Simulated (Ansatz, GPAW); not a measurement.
# Polarising Na/Al(100) with a field along the normal

The dipole of the cell at several fields, atoms fixed. What does the strongest field give, and what length does the slope stand for?

**Method.** GPAW 26.7.0, plane waves (400 eV), PAW setups, PBE, 6×6 mesh, a dipole layer in the vacuum; geometry relaxed without an applied field with Ansatz 0.2.0. The cell's area is 32.80 Å², and e/ε0 = 180.95 V Å.

What came out, but for one run:

```
field (V/Å)  dipole (e Å)
       −0.2       −0.1851
       −0.1        0.0522
      −0.05        0.1699
       0.05        0.4036
        0.1        0.5197
        0.2        0.7508
        0.3             ?
```

To predict: What is the dipole at 0.3 V/Å?

**Working.** A line through the 6 points has the slope α = 2.339 e Å per V/Å and the intercept p₀ = 0.2852 e Å (r.m.s. residual 0.00169). At 0.3 V/Å it gives p = 0.2852 + 2.339 × 0.3 = 0.9869 e Å; the run gives 0.9806 e Å, so the response stays linear to 0.9 % of the induced part. Dividing by ε0 and the area: α/(ε0 A) = 2.339 × 180.95 / 32.80 = 12.90 Å, against 8.56 Å between the outer nuclei.

**Limits.** This is the electronic response alone; ions that move would add to it in polar layers. No run was spin-polarised, so magnetic states weren't tested.

[Logs are printed without paths, hosts, clocks, repeated set-up lines and the standing remarks that a program may print on its own settings, such as how far it seeks lower states.]
